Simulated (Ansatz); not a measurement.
# How Nb(100) screens a field, part 2 of 2

Wanted: the response of a Nb(100) slab to a perpendicular field.

Ansatz 0.2.0; plane-wave DFT, r2SCAN, Ansatz PAW.

So far. Step 8 (Atoms held, field -0.2 V/Å): The dipole is -0.218 e·Å.

## (9) Atoms held, field 0.4 V/Å

File input.yaml:

```yaml
crystal:
  lattice:
    - [3.3, 0.0, 0.0]
    - [0.0, 3.3, 0.0]
    - [0.0, 0.0, 31.2]
  atoms:
    - { symbol: Nb, position: [0.0, 0.0, 0.2884615385] }
    - { symbol: Nb, position: [0.5, 0.5, 0.3413461538] }
    - { symbol: Nb, position: [0.0, 0.0, 0.3942307692] }
    - { symbol: Nb, position: [0.5, 0.5, 0.4471153846] }
    - { symbol: Nb, position: [0.0, 0.0, 0.5] }
    - { symbol: Nb, position: [0.5, 0.5, 0.5528846154] }
    - { symbol: Nb, position: [0.0, 0.0, 0.6057692308] }
    - { symbol: Nb, position: [0.5, 0.5, 0.6586538462] }
    - { symbol: Nb, position: [0.0, 0.0, 0.7115384615] }
kpoints:
  mp_grid: { grid: [16, 16, 1] }
hamiltonian:
  xc: r2scan
scf:
  occupations: { method: fermi_dirac, width: 0.1 }
  convergence: { dr2_threshold: 1.0e-10 }
efield:
  axis: 3
  dipole_correction: true
  ramp_position: 0.97
  ramp_width: 0.06
  amplitude: 0.4
output:
  forces: true
  write_potential: true
  write_density: true
  volumetric_format: npy
  elf: true
```

Command:

```console
$ ansatz run input.yaml --threads 4 --pin off --max-ram 6144MiB --backend cpu --events-out ev --progress --plain --runs-dir out
```

Numbers of over 12 decimals in the logs are rounded to 6 here.

What it wrote:

```text
[...]
Crystal: 9 atoms, lattice volume = 339.768 Å³
Basis set: ecut = 500 eV, 8601 PW (Γ), exchange–correlation on 100×100×960 points (64 copies of the dense FFT grid, shifted against one another)
Bands: 71, of which v1, the nominal top of the filled ones, is band 59 counted from 1 (58 counted from 0)
Symmetry: 8 space group operations
k-points: 45 of 256
[...]
k-point 0: bands = [... 55 lower, 6.9464, 6.9464, 7.0757, 7.0757, 7.1479, 7.2115, 7.2115, 7.3570, ... 8 higher]
  k-point 1: bands = [... 55 lower, 6.8757, 6.9406, 6.9776, 7.0248, 7.1103, 7.2081, 7.2285, 7.3456, ... 8 higher]
  k-point 2: bands = [... 55 lower, 6.6372, 6.7463, 6.7746, 6.9718, 7.1231, 7.1699, 7.3247, 7.4065, ... 8 higher]
  k-point 44: bands = [... 55 lower, 6.1819, 6.1819, 7.0520, 7.0520, 8.0853, 8.0853, 9.0448, 9.0543, ... 8 higher]
[key lines of the parts left out:]
SCF converged after 16 iterations
Free energy (F): -41069.318875 eV
Fermi energy:    6.686449 eV
Dipole field:    D = 0.232047 V/Å  (p = 0.435709 e·Å, saw-weighted, corrected)
```

Elapsed: 80 s, on 4 threads of Intel Xeon Platinum 8488C (Sapphire Rapids), shared host; peak memory 2 GiB.

Running mean over 1.65 Å of the planar mean, with the applied field; the ramp of the sawtooth is left out. Electron's electrostatic potential energy less the Fermi level against z:

z (Å), electron's electrostatic potential energy less the Fermi level (eV) and a bar from the least value:
```
        4        2.8 ##########################
        5        3.1 ###########################
        6        3.4 ###########################
        7        2.8 ##########################
        8       -2.9 ################
        9      -10.7 #
       10      -11.0 
       11      -10.9 
       12      -11.0 
       13      -11.0 
       14      -10.9 
       15      -10.9 
       16      -10.9 
       17      -10.9 
       18      -10.9 
       19      -11.0 
       20      -11.0 
       21      -10.9 
       22      -11.0 
       23       -5.0 ###########
       24        2.4 ##########################
       25        3.8 ############################
       26        4.3 #############################
       27        4.7 ##############################
```

The dipole is 0.436 e·Å.

## (10) The response

This step: plane-wave DFT, r2SCAN, Ansatz PAW; screening of a field by a metal slab (Ansatz 0.2.0).

The dipoles give the slope, and the difference of two potentials shows where the field is screened.

This step gave:

| Property | Result |
| --- | --- |
| equivalent conductor thickness p/(ε₀AE) | 18.08 Å |
| distance between the outer atoms | 13.20 Å |
| inner field over outer field | 3.30e-5 |
| image plane, upper face | 2.433 Å |
| induced electrons on the upper face over ε₀E | -0.9993 |
| image plane, lower face | 2.433 Å |
| induced electrons on the lower face over ε₀E | 0.9992 |

Dipole of the cell against applied field:

```tsv
applied field (V/Å)	dipole of the cell (e·Å)
-0.200	-0.218
-0.100	-0.109
-0.050	-0.0544
0.000	0
0.050	0.0544
0.100	0.109
0.200	0.218
0.400	0.436
```

Local field over the applied field, running mean. From the potentials at -0.05 and 0.05 V/Å; running mean over 1.65 Å. Table of local field over applied field by z:

```tsv
z (Å)	local field over applied field
4.5	0.981
5.0	0.957
5.5	0.907
6.0	0.810
6.5	0.643
7.0	0.397
7.5	0.127
8.0	-0.0465
8.5	-0.0932
9.0	-0.0499
9.5	-0.00794
10.0	-0.00288
10.5	-0.00138
11.0	0.00347
11.5	0.00639
12.0	0.00312
12.5	2.1e-4
13.0	-2.7e-4
13.5	-1.2e-4
14.0	2.8e-4
14.5	1.9e-4
15.0	2.1e-6
15.5	6.8e-5
16.0	3.4e-5
16.5	7.1e-5
17.0	2.9e-4
17.5	9.5e-5
18.0	-2.8e-4
18.5	-1.4e-4
19.0	0.00159
19.5	0.00564
20.0	0.00538
20.5	9.9e-5
21.0	-0.00202
21.5	-0.00484
22.0	-0.0273
22.5	-0.0831
23.0	-0.0792
23.5	0.0403
24.0	0.286
24.5	0.552
25.0	0.752
25.5	0.875
26.0	0.941
26.5	0.974
27.0	0.989
```

Electrons, planar mean, per unit field. Induced electron density against z:

```tsv
z (Å)	induced electron density (e/Å³ per V/Å)
4.5	1.3e-4
5.0	3.0e-4
5.5	6.4e-4
6.0	0.00126
6.5	0.00225
7.0	0.00340
7.5	0.00379
8.0	0.00170
8.5	-0.00236
9.0	-1.4e-4
9.5	6.5e-5
10.0	1.3e-4
10.5	-2.5e-4
11.0	-6.3e-5
11.5	9.6e-5
12.0	2.4e-5
12.5	4.3e-5
13.0	-2.9e-5
13.5	-1.1e-5
14.0	1.9e-5
14.5	-8.3e-6
15.0	1.5e-7
15.5	8.5e-6
16.0	-7.5e-6
16.5	1.8e-6
17.0	-2.3e-7
17.5	-3.8e-6
18.0	1.7e-5
18.5	-4.6e-7
19.0	-1.8e-5
19.5	-8.6e-5
20.0	-5.6e-5
20.5	2.6e-4
21.0	6.3e-5
21.5	-3.9e-4
22.0	3.4e-4
22.5	0.00178
23.0	1.1e-4
23.5	-0.00337
24.0	-0.00373
24.5	-0.00272
25.0	-0.00162
25.5	-8.4e-4
26.0	-4.0e-4
26.5	-1.8e-4
27.0	-8.0e-5
```

By hand: between -0.05 and 0.05 V/Å the dipole changes by 0.1088 e·Å, a slope of 1.088 e·Å²/V. A perfect conductor of thickness t has p = ε₀AEt, so t = 180.95 × 1.088 / 10.890 = 18.08 Å (e/ε₀ = 180.95 V·Å, A in Å²). Less the 13.20 Å between the outer atoms, and halved, that puts each image plane 2.44 Å out.

The induced dipole is that of a conductor 18.08 Å thick.

## (11) A changed input

This step: plane-wave DFT, r2SCAN, Ansatz PAW (Ansatz 0.2.0).

An input spoilt on purpose, to show how the run answers: it repeats the earlier run at 0.05 V/Å with efield.ramp_width from 0.06 to 0.9, and scf.max_iter set to 75.

input.yaml, as its differences from that of step 9:

```diff
@@ -22,2 +22,3 @@
   convergence: { dr2_threshold: 1.0e-10 }
+  max_iter: 75
 efield:
@@ -26,4 +27,4 @@
   ramp_position: 0.97
-  ramp_width: 0.06
-  amplitude: 0.4
+  ramp_width: 0.9
+  amplitude: 0.05
 output:
@@ -33,2 +34 @@
   volumetric_format: npy
-  elf: true
```

What it wrote:

```text
Engine: ansatz 0.2.0, x86_64-unknown-linux-gnu
Pseudopotentials: kind: paw
Pseudopotential: Nb, paw, valence charge 13, recommended cutoff 500 eV (meta_gga), Nb.paw.azcp
Functional definition: r2SCAN
  parameter k0 = 0.174
  parameter k1 = 0.065
  parameter a1 = 4.9479
  exchange = r2scan_x(k0 = k0, k1 = k1, a1 = a1)
  correlation = r2scan_c
Crystal: 9 atoms, lattice volume = 339.768 Å³
Basis set: ecut = 500 eV, 8601 PW (Γ), exchange–correlation on 100×100×960 points (64 copies of the dense FFT grid, shifted against one another)
Bands: 71, of which v1, the nominal top of the filled ones, is band 59 counted from 1 (58 counted from 0)
Symmetry: 8 space group operations
k-points: 45 of 256
Non-local potential: Nb, projectors of the file, l = 0: 3, l = 1: 2, l = 2: 2, l = 3: 1
PAW form: soft (Blöchl's): semilocal exchange-correlation on the pseudo side does not see the compensation charge
PAW frozen core: Nb, regenerated for the run's functional (the file was generated under x = pbe(κ = 0.804, μ = 0.219515), c = pbe(β = 0.066725))
PAW one-centre angular grid: Nb, 590 points (default); XC on 160 Gauss nodes
Initial density: superposition of atomic densities (neutral atoms: chi_scale 0, normalization atom), corrected by the library's trained network
Initial wavefunctions: pseudopotential atomic-orbital guess
Functional: x = r2scan, c = r2scan; τ floored in thin density (d = 2e-4 eV/Å³)
Error: efield: ion 0 (Nb) at fractional coordinate 0.2885 along the field axis lies inside the sawtooth ramp with 2 of the planes that the density is read on at each end, [0.9617, 0.8783] — the ramp must sit in vacuum (an ion there feels the fictitious reversed slope); set or move the ramp (efield.ramp_position / ramp_width) or move the geometry
```

It took 0.43 s on 4 threads; peak memory 0.87 GiB.

The program refused the input before any cycle.

The program's message: “Error: efield: ion 0 (Nb) at fractional coordinate 0.2885 along the field axis lies inside the sawtooth ramp with 2 of the planes that the density is read on at each end, [0.9617, 0.8783] — the ramp m …”

The fault put into the input: a ramp so wide that it reaches the atoms.

## (12) The same run with other settings

Another changed input: it repeats the earlier run at 0.05 V/Å with basis.ecutwfc to 800 eV and scf.algorithm to density_mixing.

input.yaml, as its differences from that of step 11:

```diff
@@ -22,3 +22,3 @@
   convergence: { dr2_threshold: 1.0e-10 }
-  max_iter: 75
+  algorithm: density_mixing
 efield:
@@ -27,3 +27,3 @@
   ramp_position: 0.97
-  ramp_width: 0.9
+  ramp_width: 0.06
   amplitude: 0.05
@@ -34 +34,3 @@
   volumetric_format: npy
+basis:
+  ecutwfc: "800 eV"
```

What it wrote:

```text
[...]
Crystal: 9 atoms, lattice volume = 339.768 Å³
Basis set: ecut = 800 eV, 17455 PW (Γ), exchange–correlation on 128×128×1152 points (64 copies of the dense FFT grid, shifted against one another)
Bands: 71, of which v1, the nominal top of the filled ones, is band 59 counted from 1 (58 counted from 0)
Symmetry: 8 space group operations
k-points: 45 of 256
[...]
SCF iter   1: F=—  HF=-41070.159569 eV  |F-HF|=—  |Δ(HF+E_count)|=         —  Δρ=2.15e-2  dr2=7.20e1  dr2_τ=2.97e-1  ethr=1.77e-3  p=0.000 e·Å  D=1.29e-13 V/Å  ΔV_dip=-0.00 eV  dr2_dipole=2.29e1  V_vac-E_F(+/−)=4.98/3.54 eV  ⟨swp⟩=8.6  Hψ=15282  notcnv=0
[...]
SCF iter  13: F=-41069.266588 eV  HF=-41069.266588 eV  |F-HF|=3.64e-11  |Δ(HF+E_count)|=  1.89e-10  Δρ=5.96e-8  dr2=5.71e-11  dr2_τ=1.48e-12  ethr=1.00e-12  p=0.054 e·Å  D=2.90e-2 V/Å  ΔV_dip=-0.90 eV  dr2_dipole=1.73e-12  V_vac-E_F(+/−)=3.97/3.44 eV  ⟨swp⟩=14.6  Hψ=20359  notcnv=0
SCF 1 converged in 13 iterations: F = -41069.266588 eV  dr2 = 5.71e-11
[...]
SCF converged after 13 iterations
Free energy (F): -41069.266588 eV
[...]
Internal energy: -41068.904766 eV  (E = F + TS)
E sigma→0 (E₀):  -41069.085677 eV
Entropy (-TS):   -0.361823 eV (-40.203 meV/atom)
Fermi energy:    6.708269 eV
Dipole field:    D = 0.028977 V/Å  (p = 0.054409 e·Å, saw-weighted, corrected)
Work function:   not extracted (applied field tilts the vacuum); planar V_es + V_field profile in the machine report
[...]
--- Forces (eV/Å), atoms counted from 1 ---
  atom   1  Nb    -0.00000000     0.00000000     1.15406203
  atom   2  Nb    -0.00000000     0.00000000    -0.92638206
  atom   3  Nb     0.00000000     0.00000000    -0.53922263
  atom   4  Nb    -0.00000000     0.00000000     0.34536730
  atom   5  Nb     0.00000000     0.00000000    -0.00003504
  atom   6  Nb     0.00000000     0.00000000    -0.34547749
  atom   7  Nb     0.00000000     0.00000000     0.54047155
  atom   8  Nb    -0.00000000     0.00000000     0.93047715
  atom   9  Nb     0.00000000     0.00000000    -1.15925868
  max |Σ_I F_I| component: 2.13e-6 eV/Å
--- Band table (eV; the first three rows and the last of 45) ---
  k-point 0: bands = [... 55 lower, 6.9686, 6.9686, 7.0983, 7.0983, 7.1705, 7.2338, 7.2338, 7.3797, ... 8 higher]
  k-point 1: bands = [... 55 lower, 6.8975, 6.9630, 7.0001, 7.0473, 7.1309, 7.2244, 7.2511, 7.3680, ... 8 higher]
  k-point 2: bands = [... 55 lower, 6.6579, 6.7688, 6.7926, 6.9942, 7.1455, 7.1924, 7.3679, 7.4021, ... 8 higher]
  k-point 44: bands = [... 55 lower, 6.2031, 6.2031, 7.0728, 7.0728, 8.1056, 8.1056, 9.0680, 9.0725, ... 8 higher]
```

Wall time 1.8 min (4 threads); peak memory 3.5 GiB.

This step gave:

* energy at zero smearing: -41069.0857 eV
* dipole along the normal: 0.05441 e·Å

Force by atom:

```tsv
atom	x (eV/Å)	y (eV/Å)	z (eV/Å)	size
Nb1	0.00	0.00	1.15	1.15
Nb2	0.00	0.00	-0.93	0.93
Nb3	0.00	0.00	-0.54	0.54
Nb4	0.00	0.00	0.35	0.35
Nb5	0.00	0.00	0.00	0.00
Nb6	0.00	0.00	-0.35	0.35
Nb7	0.00	0.00	0.54	0.54
Nb8	0.00	0.00	0.93	0.93
Nb9	0.00	0.00	-1.16	1.16
```

```tsv
quantity	this run	earlier run	difference
dipole along the normal (e·Å)	0.05441	0.05441	-1.4e-6
```

The dipole moves by under 0.5 % or 5e-5 e·Å.

## (13) Outcome

| Property | Result |
| --- | --- |
| work function | 3.72 eV |
| image plane, upper face | 2.43 Å |
| induced electrons on the upper face over ε₀E | -0.999 |
| equivalent conductor thickness p/(ε₀AE) | 18.1 Å |
| inner field over outer field | 3.3e-5 |

In words: The induced charge has its centre 2.43 Å outside the outermost atoms; this is the plane from which a capacitor's gap or an image potential counts. The equivalent conductor thickness exceeds the distance between the outer atoms by 4.88 Å, about the sum of the two image-plane distances. In the middle of the slab the field is screened to under 0.5 % of its outer value. The atoms are held at bulk positions with the tabulated experimental lattice constant.

[Logs are printed without paths, hosts, clocks, repeated set-up lines and the standing remarks that a program may print on its own settings, such as how far it seeks lower states.]

[Hosts, paths, dates, database ids (printed as entryN), source tags and the programs' standing remarks are cut or masked in the printed files.]

[Maps of the electrostatic potential energy from Ansatz leave out the sawtooth potential of an applied field or a dipole correction, so their vacuum need not be flat; planar profiles and work functions include it.]
